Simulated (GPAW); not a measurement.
# A GW chain in GPAW: MgS (Niningerite), part 2 of 2

How does a plane-wave GW calculation on MgS (Niningerite) run from the first input to the gap?

GPAW 26.7.0; LDA and many-body steps on it, plane waves. Known limits of the many-body steps: not at the basis limit.

So far. Step 3 (Bands along the symmetry lines): The gap is 2.566 eV, as in the run before at this level. Step 4 (Empty states on the mesh, 6×6×6 mesh, 89 bands): On this mesh the gap is 2.566 eV.

### 5. Screening and self-energy, 6×6×6 mesh, 79 bands, screening to 100 eV

G0W0 replaces the xc potential by the self-energy, built once from these orbitals. Only a window of levels is corrected, while the sums run over the empty bands that the input names.

This step: G0W0 on LDA, plane waves, PAW.

File run.py:

```python
import json
import numpy as np
from gpaw.mpi import world
from gpaw.response.g0w0 import G0W0

gw = G0W0('full.gpw',
    filename='gw',
    kpts=[0, 12],
    bands=(6, 10),
    ecut=100,
    nbands=79,
    integrate_gamma='WS',
    ppa=True)
gw.calculate()
res = {mode: {k: v for k, v in r.items() if k != 'sigma_eskwn'}
       for mode, r in gw.all_results.items()}

if world.rank == 0:
    with open('result.json', 'w') as f:
        json.dump(res, f, default=lambda x: x.tolist())
```

Launch:

```console
$ mpirun -n 4 gpaw python run.py
```

Numbers of over 12 decimals in the logs are rounded to 6 here.

The program printed:

```text
Using integrator: PointIntegrator
FrequencyGridDescriptor(from 0.000+0.000j to 0.000+27.211j eV, 2 points)
Nonperiodic BCs:  [False False False]
Using integrator: PointIntegrator
FrequencyGridDescriptor(from 0.000+0.000j to 0.000+27.211j eV, 2 points)
Nonperiodic BCs:  [False False False]
  ___  _ _ _
 |   || | | |
 | | || | | |
 |__ ||_____|
 |___|

BZ k-points: Symmetries present (total): 48

  [... matrices ...]
216 k-points: 6 x 6 x 6 Monkhorst-Pack grid + [1/12,1/12,1/12]
16 k-points in the irreducible part of the Brillouin zone
       k-points in crystal coordinates                weights
   0:     0.00000000    0.00000000    0.00000000          1/216
   1:     0.16666667    0.16666667    0.00000000          6/216
   2:     0.16666667    0.16666667    0.16666667          8/216
   3:     0.33333333    0.16666667    0.16666667         12/216
   4:     0.33333333    0.33333333   -0.33333333         12/216
   5:     0.33333333    0.33333333    0.00000000          6/216
   6:     0.33333333    0.33333333    0.16666667         24/216
   7:     0.33333333    0.33333333    0.33333333          8/216
   8:     0.50000000    0.33333333   -0.33333333         24/216
   9:     0.50000000    0.33333333   -0.16666667         12/216
          ...
  15:     0.50000000    0.50000000    0.50000000          4/216

Distributing spins, k-points and bands (1 x 2 x 4) over 4 processes
Number of blocks: 1

Quasi particle states:
k-points (IBZ indices): [0, 12]
Band range: (6, 10)
  [... matrices ...]
Computational parameters:
Plane wave cut-off: 100 eV
Number of bands: 79
Coulomb cutoff: None
Broadening: 0.1 eV

fxc modes: GW
Kernel: RPA
Using Godby-Needs plasmon-pole approximation:
  Fitting energy: i*E0, E0 = 1.000 Hartree
Summing all q:

Calculating screened Coulomb potential
No Coulomb truncation
FrequencyGridDescriptor(from 0.000+0.000j to 0.000+27.211j eV, 2 points)
Removing empty qpoint cache files...

Calculating chi0 body with:
    Ground state adapter containing:
    Number of spins: 1
    Number of kpoints: 216
    Number of irreducible kpoints: 16
    Number of completely occupied states: 8
    Number of partially occupied states: 8
    Occupied states memory: 0.9765625 M / cpu

    Linear response parametrization:
    q_c: [1.3877787807814457e-17, 1.3877787807814457e-17, 1.3877787807814457e-17]
    Number of frequency points: 2
    Planewave cutoff: 100.0
    Number of bands: 79
    Number of planewaves: 65
    Broadening (eta): 1e-06
    comm.size: 4
    kncomm.size: 4
    blockcomm.size: 1

    Memory estimate of potentially large arrays:
        chi0_wGG: 0.128937 M / cpu
Integrating chi0 body.

Symmetries of q_c:
    Direct symmetries (Uq -> q): 48
    Indirect symmetries (TUq -> q): 0
In total 48 allowed symmetries.

  [... matrices ...]
16 groups of equivalent kpoints. 92.592593% reduction.

Integral kind: response function
Integrating chi0 head and wings.

Symmetries of q_c:
    Direct symmetries (Uq -> q): 48
    Indirect symmetries (TUq -> q): 0
In total 48 allowed symmetries.

  [... matrices ...]
16 groups of equivalent kpoints. 92.592593% reduction.

Integral kind: response function wings

Calculating chi0 body with:
    Ground state adapter containing:
    Number of spins: 1
    Number of kpoints: 216
    Number of irreducible kpoints: 16
    Number of completely occupied states: 8
    Number of partially occupied states: 8
[... the further q-points ...]

Results:
f:      Occupation numbers
eps:     KS-eigenvalues [eV]
vxc:     KS vxc [eV]
exx:     Exact exchange [eV]
sigma:   Self-energies [eV]
dsigma:  Self-energy derivatives
Z:       Renormalization factors
qp:      QP-energies [eV]

k-point 0 (0): (0.000, 0.000, 0.000)                GW
band       f     eps     vxc     exx   sigma  dsigma       Z      qp
                                                                   GW
   6   1.000   4.432 -15.693 -18.338   1.842  -0.271   0.787   3.800
   7   1.000   4.432 -15.693 -18.338   1.842  -0.271   0.787   3.800
   8   0.000   7.919 -13.532  -8.720  -3.761  -0.230   0.813   8.773
   9   0.000  12.236  -9.961  -4.613  -4.308  -0.227   0.815  13.083

k-point 1 (12): (0.500, 0.500, 0.000)                GW
band       f     eps     vxc     exx   sigma  dsigma       Z      qp
                                                                   GW
   6   1.000   2.728 -14.329 -17.605   2.248  -0.279   0.782   1.925
   7   1.000   2.728 -14.329 -17.605   2.248  -0.279   0.782   1.925
   8   0.000   6.998 -11.524  -6.974  -3.530  -0.221   0.819   7.833
   9   0.000   8.682  -9.088  -4.598  -3.729  -0.214   0.823   9.308
```

It took 39 s on 4 MPI ranks of Arm Neoverse V1, shared host; peak memory 1.2 GiB.

This step gave:

* G0W0 gap on the points computed: 4.033 eV
* least direct G0W0 gap on the computed points: 4.973 eV
* Z at the valence top: 0.7866
* Z at the conduction bottom: 0.8193
* starting gap on the mesh: 2.566 eV
* k of the valence top: 0, 0, 0
* k of the conduction bottom: 0.5, 0.5, 0

The gap on the mesh goes from 2.57 eV to 4.03 eV, a correction of +1.47 eV.

Limits: finite bands, cutoff and mesh. v1 is the top filled band, c1 the lowest empty one. Levels before and after the correction, in eV, zero at the valence-band top of each column:

```csv
,conduction bottom,valence top
Kohn-Sham,2.57,0.00
G0W0,4.03,0.00
```

```csv
,level,energy (eV)
Kohn-Sham,Γ v2-v1,0.000
Kohn-Sham,Γ c1,3.487
Kohn-Sham,Γ c2,7.804
Kohn-Sham,(0.5 0.5 0) v2-v1,-1.703
Kohn-Sham,(0.5 0.5 0) c1,2.566
Kohn-Sham,(0.5 0.5 0) c2,4.250
G0W0,Γ v2-v1,0.000
G0W0,Γ c1,4.973
G0W0,Γ c2,9.283
G0W0,(0.5 0.5 0) v2-v1,-1.876
G0W0,(0.5 0.5 0) c1,4.033
G0W0,(0.5 0.5 0) c2,5.508
```

### 6. Where the time went

Times are wall times on 4 MPI ranks of Arm Neoverse V1, shared host, good to a factor of about two.

```csv
step,time,share,memory (GiB)
ground state,4.8 s,9 %,0.59
bands along the symmetry lines,5.2 s,10 %,0.62
empty states on the mesh,6.1 s,11 %,0.74
screening and self-energy,39 s,70 %,1.2
```

### 7. Outcome

```yaml
lda_gap: 2.57 eV, indirect
g0w0_gap_on_the_mesh: 4.03 eV
gw_settings: 6×6×6 mesh, 79 bands, screening to 100 eV, Godby-Needs plasmon pole
known_limits: not at the basis limit
```

G0W0 moves the gap on the mesh from 2.57 eV to 4.03 eV (+1.47 eV), with Z of 0.79 and 0.82 at the edges. Only 2 of the mesh's irreducible points were corrected, so a valley elsewhere could overtake. The dearest step here is «screening and self-energy». Bands and cutoff are finite, so the gap is not at the basis limit. The miss can reach some tenths of an eV and take either sign; the mesh is an error of its own. These stock PAW sets were not made for GW. In the G0W0 run levels were corrected at 2 k points alone, so a gap called «on the mesh» is the least over those, and an edge elsewhere would be missed.

[Paths, hosts, dates, memory and timing lines, banners, echoed tables and standing remarks are left out of the program output.]

[Logs are printed without paths, hosts, clocks, repeated set-up lines and the standing remarks that a program may print on its own settings, such as how far it seeks lower states.]

[Runs of the session that timed out or met a known fault of the program may be left out.]

[Hosts, paths, dates, database ids (printed as entryN), source tags and the programs' standing remarks are cut or masked in the printed files.]
